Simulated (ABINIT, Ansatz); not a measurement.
**Ruthenium (P6_3/mmc): phonons by linear response**

How does Ruthenium (P6_3/mmc) vibrate, and is this structure a minimum?

Method: DFT PBEsol, scalar-relativistic, plane waves, PseudoDojo norm-conserving pseudopotentials, in ABINIT 10.8.3.

### Step 1. Set-up

The structure is hexagonal, space group P6_3/mmc (No. 194). Conventional cell: a = 2.706 Å, b = 2.706 Å, c = 4.282 Å, α = 90.00°, β = 90.00°, γ = 120.00°. Ru has 12 Ru at 2.65 to 2.71 Å nearest.

Coordinates:

```
Ru
1.0
     2.70580    0.00000    0.00000
    -1.35290    2.34329    0.00000
     0.00000    0.00000    4.28190
Ru
2
Direct
  0.33333 0.66667 0.25000
  0.66667 0.33333 0.75000
```

### Step 2. A first look

A first run with smearing and empty bands tells whether the crystal has a gap, which decides between fixed occupations and smearing later on.

File probe.abi:

```
# ground state
tolvrs 1.0d-08
prtden 1
prtwf 1

# basis, mesh and filling
ecut 38.0
ngkpt 9 9 4
nshiftk 1
shiftk 0.0 0.0 0.0
istwfk *1
occopt 7
tsmear 0.005
nband 24
nstep 100
diemac 9.0
prtebands 0
prtgsr 0

# cell and atoms
acell 5.113220948 5.113220948 8.091618293
rprim 
    1.0 0.0 0.0
    -0.5 0.8660254038 0.0
    0.0 0.0 1.0
ntypat 1
znucl 44
natom 2
typat 1 1
xred 
    1/3 2/3 0.25
    2/3 1/3 0.75
pp_dirpath "./pseudo"
pseudos "Ru.upf"
```

Started as:

```bash
$ OMP_NUM_THREADS=1 mpirun -n 16 abinit probe.abi > probe.log
```

Numbers of over 12 decimals in the logs are rounded to 6 here.

probe.abo, the main output file:

```text
[banners, grids, parts of the stress and lines that vanish by symmetry left out]
- input  file    -> probe.abi
- output file    -> probe.abo
- root for input  files -> probei
[...]
Symmetries : space group P6_3/m m c (#194); Bravais hP (primitive hexag.)
[...]
mpw =        2067          nfft =       43200          nkpt =          36
[...]
== DATASET  1 ==================================================================
[...]
-    --> not optimal distribution: autoparal keyword recommended in input file <--
[...]
cutoff_energies: {ecut:  38.0, pawecutdg:  -1.0, }
[...]
ETOT  1  -201.89519908995    -2.019E+02 2.226E-01 2.264E+02
 ETOT  2  -201.99675852794    -1.016E-01 3.611E-02 1.649E+02
 ETOT  3  -202.04768171365    -5.092E-02 6.721E-03 1.027E-02
 ETOT  4  -202.04771580478    -3.409E-05 3.340E-03 4.214E-04
 ETOT  5  -202.04771593268    -1.279E-07 2.061E-03 6.743E-06
 ETOT  6  -202.04771593532    -2.634E-09 1.082E-03 2.706E-07
 ETOT  7  -202.04771593543    -1.119E-10 7.203E-04 7.588E-10
 At SCF step    7       vres2   =  7.59E-10 < tolvrs=  1.00E-08 =>converged.
[...]
sigma(1 1)=  1.90383584E-04  sigma(3 2)=  0.00000000E+00
  sigma(2 2)=  1.90383583E-04  sigma(3 1)=  0.00000000E+00
  sigma(3 3)=  2.83002899E-04  sigma(2 1)=  0.00000000E+00
[...]
convergence: {deltae: -1.119E-10, res2:  7.588E-10, residm:  7.203E-04, diffor: null, }
etotal    :  -2.02047716E+02
[...]
sigma(1 1)=  1.90383584E-04  sigma(3 2)=  0.00000000E+00
  sigma(2 2)=  1.90383583E-04  sigma(3 1)=  0.00000000E+00
  sigma(3 3)=  2.83002899E-04  sigma(2 1)=  0.00000000E+00
[...]
- sigma(1 1)=  5.60127843E+00  sigma(3 2)=  0.00000000E+00
- sigma(2 2)=  5.60127839E+00  sigma(3 1)=  0.00000000E+00
- sigma(3 3)=  8.32623276E+00  sigma(2 1)=  0.00000000E+00
[...]
fcart      1.0532090244E-28  1.8242115413E-28 -0.0000000000E+00
           strten      1.9038358418E-04  1.9038358278E-04  2.8300289934E-04
================================================================================

[key lines of the parts left out:]
pressure_GPa:  -6.5096E+00
```

Elapsed: 5.2 s, on 16 MPI ranks of Arm Neoverse V2, shared host.

Numbers from this step:

```
volume per atom   : 13.57 Å³
pressure          : -6.510 GPa
gap on the k-mesh : 0 eV
```

No gap opens on this mesh, so smearing is kept; the printed pressure holds the stress of the finite basis too.

### Step 3. Relaxation

The harmonic expansion needs vanishing forces, and a free crystal bears no stress, so cell and atoms are brought to rest. Stress is more sensitive to the basis than forces are: the last 3 Ha under the cutoff are smoothed with ecutsm, and the cutoff is raised above that of the later runs.

File relax.abi:

```
# relaxation
ionmov 2
optcell 2
dilatmx 1.08
ntime 40
tolmxf 1.0d-05
tolvrs 1.0d-14
prtwf 0
prtden 0
chksymtnons 0

# basis, mesh and filling
ecut 47.0
ecutsm 3.0
ngkpt 12 12 6
nshiftk 1
shiftk 0.0 0.0 0.0
istwfk *1
occopt 7
tsmear 0.01
nband 24
nstep 100
diemac 1000000.0
prtebands 0
prtgsr 0

# cell and atoms
acell 5.113220948 5.113220948 8.091618293
rprim 
    1.0 0.0 0.0
    -0.5 0.8660254038 0.0
    0.0 0.0 1.0
ntypat 1
znucl 44
natom 2
typat 1 1
xred 
    1/3 2/3 0.25
    2/3 1/3 0.75
pp_dirpath "./pseudo"
pseudos "Ru.upf"
```

Started as:

```bash
$ OMP_NUM_THREADS=1 mpirun -n 16 abinit relax.abi > relax.log
```

relax.abo, the main output file:

```text
[banners, grids, parts of the stress and lines that vanish by symmetry left out]
- input  file    -> relax.abi
- output file    -> relax.abo
- root for input  files -> relaxi
[...]
Symmetries : space group P6_3/m m c (#194); Bravais hP (primitive hexag.)
[...]
mpw =        3603          nfft =       69984          nkpt =          76
[...]
== DATASET  1 ==================================================================
[...]
cutoff_energies: {ecut:  47.0, pawecutdg:  -1.0, }
[...]
ETOT  1  -201.89421879676    -2.019E+02 2.702E-01 3.464E+02
 ETOT  2  -202.01018261218    -1.160E-01 5.504E-02 2.037E+02
 ETOT  3  -202.04931758362    -3.913E-02 6.532E-03 6.065E-02
 ETOT  4  -202.04934151828    -2.393E-05 5.227E-03 1.159E-03
 ETOT  5  -202.04934171610    -1.978E-07 1.465E-03 5.825E-06
[...]
At SCF step    9       vres2   =  2.08E-15 < tolvrs=  1.00E-14 =>converged.
[...]
sigma(1 1)=  1.87889208E-04  sigma(3 2)=  0.00000000E+00
  sigma(2 2)=  1.87889206E-04  sigma(3 1)=  0.00000000E+00
  sigma(3 3)=  1.98233980E-04  sigma(2 1)=  0.00000000E+00
[...]
convergence: {deltae: -4.007E-12, res2:  2.083E-15, residm:  7.450E-04, diffor: null, }
etotal    :  -2.02049342E+02
[...]
ETOT  1  -202.04395478335    -2.020E+02 4.071E+02 3.250E+01
[...]
At SCF step    9       vres2   =  1.57E-16 < tolvrs=  1.00E-14 =>converged.
[...]
sigma(1 1)= -1.58449531E-06  sigma(3 2)=  0.00000000E+00
  sigma(2 2)= -1.58449674E-06  sigma(3 1)=  0.00000000E+00
  sigma(3 3)= -9.17789453E-06  sigma(2 1)=  0.00000000E+00
[...]
convergence: {deltae: -1.478E-12, res2:  1.571E-16, residm:  2.499E-05, diffor: null, }
etotal    :  -2.02049641E+02
[...]
ETOT  1  -202.04963793421    -2.020E+02 1.991E-05 1.707E-02
[...]
At SCF step    8       vres2   =  1.37E-16 < tolvrs=  1.00E-14 =>converged.
[...]
sigma(1 1)=  1.32672976E-06  sigma(3 2)=  0.00000000E+00
  sigma(2 2)=  1.32672833E-06  sigma(3 1)=  0.00000000E+00
  sigma(3 3)= -2.18419269E-06  sigma(2 1)=  0.00000000E+00
[...]
convergence: {deltae: -7.958E-13, res2:  1.366E-16, residm:  8.324E-06, diffor: null, }
etotal    :  -2.02049641E+02
[...]
ETOT  1  -202.04964069068    -2.020E+02 4.846E-05 1.215E-03
[...]
At SCF step    7       vres2   =  2.71E-16 < tolvrs=  1.00E-14 =>converged.
[...]
sigma(1 1)=  7.05545650E-07  sigma(3 2)=  0.00000000E+00
  sigma(2 2)=  7.05544216E-07  sigma(3 1)=  0.00000000E+00
  sigma(3 3)= -2.38011289E-07  sigma(2 1)=  0.00000000E+00
[...]
convergence: {deltae:  1.251E-12, res2:  2.708E-16, residm:  2.106E-06, diffor: null, }
etotal    :  -2.02049641E+02
[...]
ETOT  1  -202.04964086959    -2.020E+02 5.000E-06 2.430E-04
[...]
ETOT  6  -202.04964091460    -2.586E-12 8.060E-07 1.257E-13
 ETOT  7  -202.04964091460     1.080E-12 9.683E-07 3.970E-16
 At SCF step    7       vres2   =  3.97E-16 < tolvrs=  1.00E-14 =>converged.
[...]
sigma(1 1)=  6.94895146E-08  sigma(3 2)=  0.00000000E+00
  sigma(2 2)=  6.94880797E-08  sigma(3 1)=  0.00000000E+00
  sigma(3 3)=  6.05652949E-08  sigma(2 1)=  0.00000000E+00
[...]
convergence: {deltae:  1.080E-12, res2:  3.970E-16, residm:  9.683E-07, diffor: null, }
etotal    :  -2.02049641E+02
[...]
At Broyd/MD step   5, gradients are converged :
[...]
sigma(1 1)=  6.94895146E-08  sigma(3 2)=  0.00000000E+00
  sigma(2 2)=  6.94880797E-08  sigma(3 1)=  0.00000000E+00
  sigma(3 3)=  6.05652949E-08  sigma(2 1)=  0.00000000E+00
[...]
- sigma(1 1)=  2.04445210E-03  sigma(3 2)=  0.00000000E+00
- sigma(2 2)=  2.04440989E-03  sigma(3 1)=  0.00000000E+00
- sigma(3 3)=  1.78189250E-03  sigma(2 1)=  0.00000000E+00
[...]
fcart     -1.0592098957E-28  6.1153511840E-29 -0.0000000000E+00
           strten      6.9489514601E-08  6.9488079728E-08  6.0565294904E-08
================================================================================

[key lines of the parts left out:]
pressure_GPa:  -1.9569E-03
Total energy (etotal) [Ha]= -2.02049640914596E+02
```

Elapsed: 55 s, on 16 MPI ranks.

Relaxation path:

| step | energy less that of the first step (eV) | largest force (eV/Å) | volume (Å³) |
| --- | --- | --- | --- |
| 1 | 0.0000 | 0.0000 | 27.15 |
| 2 | -0.0081 | 0.0000 | 26.68 |
| 3 | -0.0081 | 0.0000 | 26.69 |
| 4 | -0.0081 | 0.0000 | 26.69 |
| 5 | -0.0081 | 0.0000 | 26.69 |

| conventional cell, symmetrised | before | after | change |
| --- | --- | --- | --- |
| a (Å) | 2.706 | 2.690 | -0.6 % |
| b (Å) | 2.706 | 2.690 | -0.6 % |
| c (Å) | 4.282 | 4.258 | -0.6 % |
| volume (Å³/atom) | 13.57 | 13.35 | -1.7 % |

Final coordinates:

```cif
data_structure
_symmetry_space_group_name_H-M 'P 1'
_symmetry_Int_Tables_number 1
_cell_length_a 2.6905
_cell_length_b 2.6905
_cell_length_c 4.2581
_cell_angle_alpha 90.000
_cell_angle_beta 90.000
_cell_angle_gamma 120.000
_cell_volume 26.69
loop_
_atom_site_label
_atom_site_type_symbol
_atom_site_fract_x
_atom_site_fract_y
_atom_site_fract_z
_atom_site_occupancy
Ru1 Ru 0.33333 0.66667 0.25000 1
Ru2 Ru 0.66667 0.33333 0.75000 1
```

Read from the output:

* volume per atom: 13.35 Å³
* pressure: -0.001957 GPa

The volume changes by -1.7 % in this run and stands -1.7 % from the first cell.

### Step 4. Ground state

First-order wavefunctions inherit every error of the ground state, hence the very tight tolvrs. Smearing stays on, as the first look found no gap above 0.3 eV.

File gs.abi:

```
# ground state
tolvrs 1.0d-16
prtden 1
prtwf 1

# basis, mesh and filling
ecut 38.0
ngkpt 12 12 6
nshiftk 1
shiftk 0.0 0.0 0.0
istwfk *1
occopt 7
tsmear 0.01
nband 24
nstep 100
diemac 1000000.0
prtebands 0
prtgsr 0

# cell and atoms
acell 5.084252392 5.084252392 8.046672559
rprim 
    1.0 0.0 0.0
    -0.5 0.8660254038 0.0
    0.0 0.0 1.0
ntypat 1
znucl 44
natom 2
typat 1 1
xred 
    1/3 2/3 0.25
    2/3 1/3 0.75
pp_dirpath "./pseudo"
pseudos "Ru.upf"
```

Started as:

```bash
$ OMP_NUM_THREADS=1 mpirun -n 16 abinit gs.abi > gs.log
```

gs.abo, the main output file:

```text
[banners, grids, parts of the stress and lines that vanish by symmetry left out]
- input  file    -> gs.abi
- output file    -> gs.abo
- root for input  files -> gsi
[...]
Symmetries : space group P6_3/m m c (#194); Bravais hP (primitive hexag.)
[...]
mpw =        2033          nfft =       43200          nkpt =          76
[...]
== DATASET  1 ==================================================================
[...]
cutoff_energies: {ecut:  38.0, pawecutdg:  -1.0, }
[...]
ETOT  1  -201.89984851043    -2.019E+02 2.353E-01 2.151E+02
 ETOT  2  -202.01002310174    -1.102E-01 6.095E-02 1.278E+02
 ETOT  3  -202.04924101360    -3.922E-02 6.885E-03 1.109E-02
 ETOT  4  -202.04926147434    -2.046E-05 4.923E-03 6.555E-04
 ETOT  5  -202.04926165589    -1.816E-07 4.360E-03 6.658E-06
[...]
ETOT  9  -202.04926165848     1.279E-12 1.120E-03 1.532E-14
 ETOT 10  -202.04926165849    -3.553E-12 4.182E-04 3.765E-17
 At SCF step   10       vres2   =  3.77E-17 < tolvrs=  1.00E-16 =>converged.
[...]
sigma(1 1)=  3.28732898E-05  sigma(3 2)=  0.00000000E+00
  sigma(2 2)=  3.28732884E-05  sigma(3 1)=  0.00000000E+00
  sigma(3 3)=  3.31196792E-05  sigma(2 1)=  0.00000000E+00
[...]
convergence: {deltae: -3.553E-12, res2:  3.765E-17, residm:  4.182E-04, diffor: null, }
etotal    :  -2.02049262E+02
[...]
sigma(1 1)=  3.28732898E-05  sigma(3 2)=  0.00000000E+00
  sigma(2 2)=  3.28732884E-05  sigma(3 1)=  0.00000000E+00
  sigma(3 3)=  3.31196792E-05  sigma(2 1)=  0.00000000E+00
[...]
- sigma(1 1)=  9.67165578E-01  sigma(3 2)=  0.00000000E+00
- sigma(2 2)=  9.67165536E-01  sigma(3 1)=  0.00000000E+00
- sigma(3 3)=  9.74414605E-01  sigma(2 1)=  0.00000000E+00
[...]
fcart      0.0000000000E+00  0.0000000000E+00 -0.0000000000E+00
           strten      3.2873289845E-05  3.2873288409E-05  3.3119679245E-05
================================================================================

[key lines of the parts left out:]
pressure_GPa:  -9.6958E-01
```

Elapsed: 9.1 s, on 16 MPI ranks; 2.4 min of CPU time.

Read from the output:

```
pressure : -0.9696 GPa
```

The cell stands at -0.97 GPa: the relaxation ran with a smoothed and higher cutoff, and the difference is a stress of the finite basis.

(Continued in part 2 of 4.)

[Host names and launcher messages were left out of these logs when they were recorded.]

[Logs are printed without paths, hosts, clocks, repeated set-up lines and the standing remarks that a program may print on its own settings, such as how far it seeks lower states.]

[Hosts, paths, dates, database ids (printed as entryN), source tags and the programs' standing remarks are cut or masked in the printed files.]
